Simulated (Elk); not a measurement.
An input for Elk 11.2.3 (patched build) (CaO (Lime)):

```
tasks
  0

xctype
  20

rgkmax
  8.5

gmaxvr
  18.0

lmaxapw
  10

lmaxo
  8

nxlo
  2

lorbcnd
  .true.

autolinengy
  .true.

tshift
  .false.

ngridk
  4 4 4

swidth
  0.0005

maxscl
  80

vkloff
  0.05 0.15 0.25

nempty
  10

sppath
  './'

avec
  -0.0000000000 4.5476259189 4.5476259189
  4.5476259189 -0.0000000000 4.5476259189
  4.5476259189 4.5476259189 -0.0000000000

atoms
  2
  'Ca.in'
  1
  0.0000000000 0.0000000000 0.0000000000
  'O.in'
  1
  0.5000000000 0.5000000000 0.5000000000
```

```sh
OMP_NUM_THREADS=4 elk > log
```

How long will it take on 4 threads of Arm Neoverse V1, shared host, and how much memory?

It took 19 s; on shared hardware allow 9.4 s to 38 s. Peak host memory was 0.14 GiB.

[Paths, hosts, dates, memory and timing lines, banners, echoed tables and standing remarks are left out of the program output.]

[Logs are printed without paths, hosts, clocks, repeated set-up lines and the standing remarks that a program may print on its own settings, such as how far it seeks lower states.]

[Runs of the session that timed out or met a known fault of the program may be left out.]

[Hosts, paths, dates, database ids (printed as entryN), source tags and the programs' standing remarks are cut or masked in the printed files.]
